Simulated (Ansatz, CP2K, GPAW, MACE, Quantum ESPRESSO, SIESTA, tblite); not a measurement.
# CP2K on generalised stacking fault on (110) of a LiCl-LiBr solid solution (56 atoms): settings against a plane-wave reference

Wanted: CP2K inputs and outputs for generalised stacking fault on (110) of a LiCl-LiBr solid solution (56 atoms), checked against a plane-wave reference.

Calculated with CP2K 2026.2; the method is named at each step.

## (1) Starting point

The cell holds 56 atoms: 28 Li, 10 Br and 18 Cl. Cell: a = 7.448 Å, b = 5.266 Å, c = 26.488 Å, α = 90.0°, β = 82.6°, γ = 90.0°. Rock-salt LiCl lattice (a = 5.2663 Å, the value set for the mixture), cell with z along [110], 2 x 1 x 7 periods; the third cell vector is tilted by 0.917 of 1/2[1-10] and lengthened by 0.2 Å, so the cell holds one fault; displaced by a Gaussian of 0.01 Å; 10 of 28 Cl sites given to Br at random (lattice constant by Vegard's rule between LiCl and LiBr). Then every atom was moved at random, 0.02 Å r.m.s. a Cartesian component. The structure's axis is c.

The yardstick, on the same geometry:

- method: Kohn-Sham DFT, PBE, PAW, plane waves (Ansatz 0.2.0); cutoff 420 eV, Γ point, fermi-dirac smearing of 0.05 eV; PAW set soft_2
- r.m.s. force component: 0.1098 eV/Å
- longest force: 0.3545 eV/Å
- pressure: -0.2704 GPa
- gap (highest filled to lowest empty level): 5.458 eV
- SCF cycles: 7
- time: 4.1 s on 8 threads of Arm Neoverse V1, shared host
- CPU time: 28 s

## (2) PBE, DZVP-MOLOPT-SR, 800/50 Ry, diagonalisation

Method: Kohn-Sham DFT, PBE, GTH-PBE pseudopotentials, Gaussian and plane waves, DZVP-MOLOPT-SR-GTH, diagonalisation.

Contents of input.inp:

```
&GLOBAL
  PROJECT cell
  RUN_TYPE ENERGY_FORCE
  PRINT_LEVEL LOW
&END GLOBAL
&FORCE_EVAL
  METHOD QS
  STRESS_TENSOR ANALYTICAL
  &DFT
    BASIS_SET_FILE_NAME BASIS_MOLOPT
    POTENTIAL_FILE_NAME GTH_POTENTIALS
    &MGRID
      CUTOFF 800
      REL_CUTOFF 50
      NGRIDS 5
    &END MGRID
    &QS
      EPS_DEFAULT 1.0E-12
    &END QS
    &SCF
      SCF_GUESS ATOMIC
      EPS_SCF 1.0E-06
      MAX_SCF 200
      ADDED_MOS 28
      &DIAGONALIZATION
        ALGORITHM STANDARD
      &END DIAGONALIZATION
      &SMEAR ON
        METHOD FERMI_DIRAC
        ELECTRONIC_TEMPERATURE [K] 580
      &END SMEAR
      &MIXING
        METHOD BROYDEN_MIXING
        ALPHA 0.15
        NBROYDEN 8
      &END MIXING
      &PRINT
        &RESTART OFF
        &END RESTART
      &END PRINT
    &END SCF
    &XC
      &XC_FUNCTIONAL PBE
      &END XC_FUNCTIONAL
    &END XC
    &PRINT
      &MULLIKEN ON
      &END MULLIKEN
      &HIRSHFELD ON
        SHAPE_FUNCTION DENSITY
      &END HIRSHFELD
      &MO ON
        EIGENVALUES T
        OCCUPATION_NUMBERS T
        MO_INDEX_RANGE 129 152
        &EACH
          QS_SCF 0
        &END EACH
        ADD_LAST NUMERIC
      &END MO
    &END PRINT
  &END DFT
  &SUBSYS
    &CELL
      A 7.44767 0.00000 0.00000
      B 0.00000 5.26630 0.00000
      C 3.41349 0.00000 26.26686
    &END CELL
    &COORD
      Li 7.48600 5.24223 26.04202
      Br 5.57132 0.01943 1.82949
      Li 7.48243 0.00469 3.73357
      Cl 5.56639 5.25582 5.61979
      Li 7.47101 5.25919 7.42590
      Cl 5.60328 5.25487 9.30792
      Li 7.44874 0.03239 11.16473
      Cl 5.57336 0.05387 13.05043
      Li 7.50168 5.23160 14.89436
      Cl 5.59531 5.26198 16.77822
      Li 7.46094 5.24539 18.60403
      Cl 5.59390 0.01401 20.49367
      Li 7.39760 0.04518 22.33524
      Cl 5.64956 0.00137 24.19493
      Li 3.73712 0.03723 26.11005
      Br 1.89282 0.02659 1.87572
      Li 3.71302 0.00506 3.72385
      Cl 1.87798 0.01238 5.58407
      Li 3.72417 5.25334 7.46951
      Br 1.85521 5.22828 9.27562
      Li 3.70819 5.26040 11.18574
      Cl 1.84556 5.22923 13.02101
      Li 3.70818 0.00479 14.89016
      Cl 9.33147 5.23439 16.74644
      Li 3.73672 0.00311 18.59536
      Cl 9.31466 5.24839 20.45111
      Li 3.65242 0.03707 22.32342
      Cl 9.27525 5.21890 24.18994
      Li 1.87113 2.67965 1.81425
      Cl 7.46262 2.63110 3.69864
      Li 1.82307 2.64505 5.55702
      Cl 7.44557 2.65764 7.46163
      Li 1.84997 2.61488 9.34128
      Br 7.44099 2.61098 11.18706
      Li 1.86282 2.62888 13.03178
      Cl 7.48098 2.60735 14.88753
      Li 9.31807 2.63852 16.72989
      Cl 7.44843 2.68771 18.60009
      Li 9.30922 2.61714 20.44481
      Cl 7.42358 2.65021 22.32709
      Li 9.30636 2.62004 24.18574
      Cl 7.40936 2.62967 26.01102
      Li 5.62454 2.59286 1.84525
      Br 3.75713 2.61746 3.71597
      Li 5.56135 2.61208 5.54835
      Br 3.72653 2.65764 7.44981
      Li 5.57669 2.59018 9.28954
      Br 3.67479 2.68165 11.16368
      Li 5.57240 2.66306 13.00577
      Cl 3.69825 2.62583 14.89567
      Li 5.53901 2.65221 16.74617
      Br 3.72981 2.63225 18.63844
      Li 5.59889 2.60139 20.45532
      Br 3.70610 2.65664 22.31238
      Li 5.59074 2.58970 24.20255
      Br 3.73879 2.62736 26.04779
    &END COORD
    &KIND Li
      BASIS_SET DZVP-MOLOPT-SR-GTH-q3
      POTENTIAL GTH-PBE-q3
    &END KIND
    &KIND Br
      BASIS_SET DZVP-MOLOPT-SR-GTH-q7
      POTENTIAL GTH-PBE-q7
    &END KIND
    &KIND Cl
      BASIS_SET DZVP-MOLOPT-SR-GTH-q7
      POTENTIAL GTH-PBE-q7
    &END KIND
  &END SUBSYS
  &PRINT
    &FORCES ON
    &END FORCES
    &STRESS_TENSOR ON
    &END STRESS_TENSOR
  &END PRINT
&END FORCE_EVAL
```

The run is started by

```bash
$ OMP_NUM_THREADS=2 cp2k.psmp -i input.inp > output.txt
```

Numbers of over 12 decimals in the logs are rounded to 6 here.

The program printed:

```text
CP2K| version string:                                       CP2K version 2026.2
 CP2K| Input file name                                                 input.inp
 GLOBAL| Basis set file name                                        BASIS_MOLOPT
 GLOBAL| Potential file name                                      GTH_POTENTIALS
 GLOBAL| Run type                                                   ENERGY_FORCE
 GLOBAL| Total number of message passing processes                             1
 GLOBAL| Number of threads for this process                                    2
 TOTAL NUMBERS AND MAXIMUM NUMBERS
  Total number of            - Atomic kinds:                                   3
                             - Atoms:                                         56
                             - Shell sets:                                    56
                             - Shells:                                       252
                             - Primitive Cartesian functions:                252
                             - Cartesian basis functions:                    560
                             - Spherical basis functions:                    532
  Maximum angular momentum of- Orbital basis functions:                        2
                             - Local part of the GTH pseudopotential:          6
                             - Non-local part of the GTH pseudopotential:      4
 SCF PARAMETERS         Density guess:                                    ATOMIC
                        max_scf:                                             200
                        eps_scf:                                        1.00E-06
                        added MOs                                        28    0
                        Mixing method:                            BROYDEN_MIXING
                                                charge density mixing in g-space
                        Smear method:                                FERMI_DIRAC
                        Electronic temperature [K]:                        580.0
                        Electronic temperature [a.u.]:                  1.84E-03
                        Accuracy threshold:                             1.00E-10
 Extrapolation method: initial_guess
 Number of electrons:                                                        280
 Number of occupied orbitals:                                                140
 Number of molecular orbitals:                                               168
 Number of orbital functions:                                                532
 Number of independent orbital functions:                                    532
 SCF WAVEFUNCTION OPTIMIZATION
  Step     Update method      Time    Convergence         Total energy    Change
     1 NoMix/Diag. 0.15E+00    6.0     0.87373457      -615.9799455193 -6.16E+02
     2 Broy./Diag. 0.15E+00    9.7     0.03487623      -601.9286462302  1.41E+01
     3 Broy./Diag. 0.15E+00    9.7     0.10834485      -610.4727205812 -8.54E+00
     4 Broy./Diag. 0.15E+00    9.8     0.00422414      -616.5988631633 -6.13E+00
[...]
23 Broy./Diag. 0.15E+00   10.4     0.00000139      -616.3542368829 -4.86E-06
    24 Broy./Diag. 0.15E+00   10.3     0.00000088      -616.3542349695  1.91E-06
  *** SCF run converged in    24 steps ***
  Electronic density on regular grids:       -279.9999999999        0.0000000001
  Core density on regular grids:              279.9999999996       -0.0000000004
  Total charge density on r-space grids:       -0.0000000003
  Total charge density g-space grids:          -0.0000000003
  Overlap energy of the core charge distribution:               2.94e-12
  Self energy of the core charge distribution:              -1061.020435
  Core Hamiltonian energy:                                    212.049016
  Hartree energy:                                             364.184939
  Exchange-correlation energy:                               -131.567756
  Electronic entropic energy:                                  -0.000000
  Fermi energy:                                                 0.168996
  Total energy:                                              -616.354235
  Total energy (extrapolated to T->0):                       -616.354235
 MO| EIGENVALUES AND OCCUPATION NUMBERS
 MO|
 MO|  Index      Eigenvalue [a.u.]        Eigenvalue [eV]             Occupation
 MO|    129               0.009532               0.259386               2.000000
 MO|    130               0.010329               0.281060               2.000000
 MO|    131               0.012185               0.331581               2.000000
[...]
MO|    151               0.298084               8.111272               0.000000
 MO|    152               0.299467               8.148900               0.000000
 MO| Sum:                                                             280.000000
 MO| E(Fermi):            0.168996 a.u.          4.598617 eV
 MO| Band gap:            0.199696 a.u.          5.434011 eV
 !-----------------------------------------------------------------------------!
                     Mulliken Population Analysis
 #  Atom  Element  Kind  Atomic population                           Net charge
       1     Li       1          2.587149                              0.412851
       2     Br       2          7.451682                             -0.451682
       3     Li       1          2.606358                              0.393642
[...]
55     Li       1          2.557898                              0.442102
      56     Br       2          7.452184                             -0.452184
 # Total charge                            280.000000                 -0.000000
 !-----------------------------------------------------------------------------!
 !-----------------------------------------------------------------------------!
                           Hirshfeld Charges
  #Atom  Element  Kind  Ref Charge     Population                    Net charge
      1       Li     1       3.000          2.879                         0.121
      2       Br     2       7.000          7.087                        -0.087
      3       Li     1       3.000          2.881                         0.119
[...]
55       Li     1       3.000          2.887                         0.113
     56       Br     2       7.000          7.081                        -0.081
  Total Charge                                                           -0.000
 !-----------------------------------------------------------------------------!
 ENERGY| Total FORCE_EVAL ( QS ) energy [hartree]           -616.354234
 FORCES| Atomic forces [hartree/bohr]
 FORCES|   Atom     x               y               z               |f|
 FORCES|      1 -4.10133728E-03  1.23898428E-04 -6.43191855E-03   7.62927877E-03
 FORCES|      2  5.90393566E-03 -2.76854674E-03 -4.03557539E-04   6.53331203E-03
 FORCES|      3 -1.03014939E-03 -8.21536250E-05  3.61598666E-03   3.76076010E-03
[...]
FORCES|     55  6.47661246E-03  8.93340084E-04 -7.72453738E-04   6.58340719E-03
 FORCES|     56 -4.84536513E-03  1.43844261E-03  4.28666955E-03   6.62738381E-03
 FORCES| Sum    -1.70038868E-06  1.81456534E-07 -5.04852406E-06
 FORCES| Total atomic force                                       5.33027610E-06
 STRESS| Analytical stress tensor [bar]
 STRESS|                        x                   y                   z
 STRESS|      x        3.26067254187E+04  -2.07969006881E+02   1.42385007950E+03
 STRESS|      y       -2.07969006881E+02  -2.97475890203E+04   4.81672049691E+01
 STRESS|      z        1.42385007950E+03   4.81672049691E+01  -6.44085691611E+03
 STRESS| 1/3 Trace                                            -1.19390683922E+03
```

It took 4.4 min on 2 threads of Arm Neoverse V1, shared host; peak memory 3.8 GiB.

Banners, paths, timers and routine set-up lines are dropped from the logs unmarked, and long logs keep their key lines alone; longer cuts are marked.

Against the reference:

```
r.m.s. force component                           : 0.1247 eV/Å
r.m.s. difference of force components            : 16.66 meV/Å
longest difference of force vectors              : 54.12 meV/Å
force difference over r.m.s. force               : 15.18 %
slope of forces against the reference's          : 1.134
correlation of force components                  : 0.998
gap (highest filled to lowest empty level) : 5.434 eV
gap difference                                   : -0.0242 eV
pressure                                         : -0.1194 GPa
pressure difference                              : 0.151 GPa
```

Length of the force difference by element (eV/Å):

```tsv
element	atoms	mean	most
Br	10	0.023	0.047
Cl	18	0.0092	0.024
Li	28	0.034	0.054
```

Levels nearest the highest filled one (eV from it): -0.50, -0.48, -0.43, -0.34, -0.33, -0.30, -0.25, -0.25, -0.24, -0.17, -0.15, 0.00, 5.43, 5.86, 5.98, 6.81, 6.86, 6.96, 7.02, 7.06, 7.26, 7.33, 7.35, 7.39.

A closer look about Li1, which bears the longest force: 9 atoms, nearest first, numbered in the order of the input, with positions taken from that point.

```tsv
atom	x	y	z	distance (Å)	bonds	Hirshfeld charge (e)	Fx	Fy	Fz (eV/Å)
Li1	0.00	0.00	0.00	0.00	5	0.12	-0.211	0.006	-0.331
Br2	1.50	0.04	2.05	2.54	5	-0.09	0.304	-0.142	-0.021
Cl28	1.79	-0.02	-1.85	2.58	6	-0.14	0.156	0.121	0.069
Cl14	-1.84	0.03	-1.85	2.60	6	-0.14	-0.194	0.019	0.118
Cl42	-0.08	-2.61	-0.03	2.61	5	-0.16	0.135	-0.003	0.160
Cl42	-0.08	2.65	-0.03	2.66	5	-0.16	0.135	-0.003	0.160
Br16	-2.18	0.05	2.10	3.03	5	-0.09	0.012	-0.040	-0.139
Li43	1.55	2.62	2.07	3.68	5	0.12	0.026	0.116	-0.160
Li41	1.82	-2.62	-1.86	3.69	6	0.12	-0.365	0.019	0.015
```

Forces lie 15 % from the reference's, at 17 times its CPU time (on 2 against 8 cores).

## (3) GFN1-xTB, diagonalisation

Method: GFN1-xTB tight binding (the program's own implementation), diagonalisation.

Contents of input.inp:

```
&GLOBAL
  PROJECT cell
  RUN_TYPE ENERGY_FORCE
  PRINT_LEVEL LOW
&END GLOBAL
&FORCE_EVAL
  METHOD QS
  STRESS_TENSOR ANALYTICAL
  &DFT
    &QS
      METHOD XTB
      &XTB
        GFN_TYPE 1
        DO_EWALD T
        CHECK_ATOMIC_CHARGES F
      &END XTB
    &END QS
    &SCF
      SCF_GUESS ATOMIC
      EPS_SCF 1.0E-06
      MAX_SCF 200
      ADDED_MOS 42
      &DIAGONALIZATION
        ALGORITHM STANDARD
      &END DIAGONALIZATION
      &SMEAR ON
        METHOD FERMI_DIRAC
        ELECTRONIC_TEMPERATURE [K] 580
      &END SMEAR
      &MIXING
        METHOD BROYDEN_MIXING
        ALPHA 0.15
        NBROYDEN 8
      &END MIXING
      &PRINT
        &RESTART OFF
        &END RESTART
      &END PRINT
    &END SCF
    &PRINT
      &MULLIKEN ON
      &END MULLIKEN
    &END PRINT
  &END DFT
  &SUBSYS
    &CELL
      A 7.44767 0.00000 0.00000
      B 0.00000 5.26630 0.00000
      C 3.41349 0.00000 26.26686
    &END CELL
    &COORD
      SCALED
      Li 0.55074 0.99543 0.99144
      Br 0.71614 0.00369 0.06965
      Li 0.93952 0.00089 0.14214
      Cl 0.64934 0.99801 0.21395
      Li 0.87356 0.99865 0.28271
      Cl 0.58994 0.99783 0.35436
      Li 0.80533 0.00615 0.42505
      Cl 0.52062 0.01023 0.49684
      Li 0.74736 0.99341 0.56704
      Cl 0.45852 0.99918 0.63876
      Li 0.67716 0.99603 0.70827
      Cl 0.39350 0.00266 0.78021
      Li 0.60355 0.00858 0.85032
      Cl 0.33639 0.00026 0.92112
      Li 0.04619 0.00707 0.99403
      Br 0.22142 0.00505 0.07141
      Li 0.43357 0.00096 0.14177
      Cl 0.15472 0.00235 0.21259
      Li 0.36971 0.99754 0.28437
      Br 0.08725 0.99278 0.35313
[... 32 atom lines left out ...]
      Li 0.39484 0.49397 0.77875
      Br 0.10829 0.50446 0.84945
      Li 0.32836 0.49175 0.92141
      Br 0.04750 0.49890 0.99166
    &END COORD
  &END SUBSYS
  &PRINT
    &FORCES ON
    &END FORCES
    &STRESS_TENSOR ON
    &END STRESS_TENSOR
  &END PRINT
&END FORCE_EVAL
```

The run is started by

```bash
$ OMP_NUM_THREADS=1 cp2k.psmp -i input.inp > output.txt
```

The program printed:

```text
CP2K| version string:                                       CP2K version 2026.2
 CP2K| Input file name                                                 input.inp
 GLOBAL| Basis set file name                                           BASIS_SET
 GLOBAL| Potential file name                                           POTENTIAL
 GLOBAL| Run type                                                   ENERGY_FORCE
 GLOBAL| Total number of message passing processes                             1
 GLOBAL| Number of threads for this process                                    1
[... lines left out ...]
                        Smear method:                                FERMI_DIRAC
[... lines left out ...]
 Number of electrons:                                                        224
[... lines left out ...]
  Step     Update method      Time    Convergence         Total energy    Change
[... lines left out ...]
  *** SCF run converged in   166 steps ***
[... lines left out ...]
  Fermi energy:                                                -0.217743
  Total energy:                                              -129.259326
  Total energy (extrapolated to T->0):                       -129.259326
[... lines left out ...]
      42     Cl         3                 7.536739                     -0.536739
      50     Cl         3                 7.493255                     -0.493255
 # Total charge                         224.000000                     -0.000000
 ENERGY| Total FORCE_EVAL ( QS ) energy [hartree]           -129.259326
 FORCES| Atomic forces [hartree/bohr]
 FORCES|   Atom     x               y               z               |f|
 FORCES|      1 -2.55797733E-03  1.52084204E-04 -4.85805665E-03   5.49245774E-03
 FORCES|      2  6.67380221E-03 -3.02212957E-03 -9.75782027E-04   7.39087638E-03
 FORCES|      3 -1.92090024E-03 -1.34162120E-04  2.45759710E-03   3.12212119E-03
[...]
FORCES|     55  4.81675974E-03  1.04294228E-03 -1.66568894E-03   5.20225169E-03
 FORCES|     56 -5.14550742E-03  1.63861964E-03  2.50308931E-03   5.95203974E-03
 FORCES| Sum     1.36175793E-15  1.19479079E-16 -3.37403716E-16
 FORCES| Total atomic force                                       1.40801320E-15
 STRESS| Analytical stress tensor [bar]
 STRESS|                        x                   y                   z
 STRESS|      x       -1.93194526916E+04  -2.54834300273E+02  -8.85962756943E+02
 STRESS|      y       -2.54834300273E+02  -2.86444720131E+04  -9.43090919059E+01
 STRESS|      z       -8.85962756943E+02  -9.43090919059E+01  -4.59610540026E+04
 STRESS| 1/3 Trace                                            -3.13083262358E+04
```

The job ended after 13 s (1 thread; peak memory 0.24 GiB).

Numbers from this run, and their distance from the reference:

```yaml
r_m_s_force_component: 0.1132 eV/Å
r_m_s_difference_of_force_components: 49.82 meV/Å
longest_difference_of_force_vectors: 212.6 meV/Å
force_difference_over_r_m_s_force: 45.39 %
slope_of_forces_against_the_reference_s: 0.9284
correlation_of_force_components: 0.9005
pressure: -3.131 GPa
pressure_difference: -2.86 GPa
```

Against the first run (15 %), the force difference from the reference is 45 %, at 0.026 times the CPU time (on 1 against 2 cores) (166 SCF steps against 24); the model has changed, so this is no error of the program alone.

(Part 1 of 4 ends here.)

[Also dropped from logs without a mark: logging warnings of Python, and SIESTA's first energy breakdown and zero terms.]

[Logs are printed without paths, hosts, clocks, repeated set-up lines and the standing remarks that a program may print on its own settings, such as how far it seeks lower states.]

[Hosts, paths, dates, database ids (printed as entryN), source tags and the programs' standing remarks are cut or masked in the printed files.]
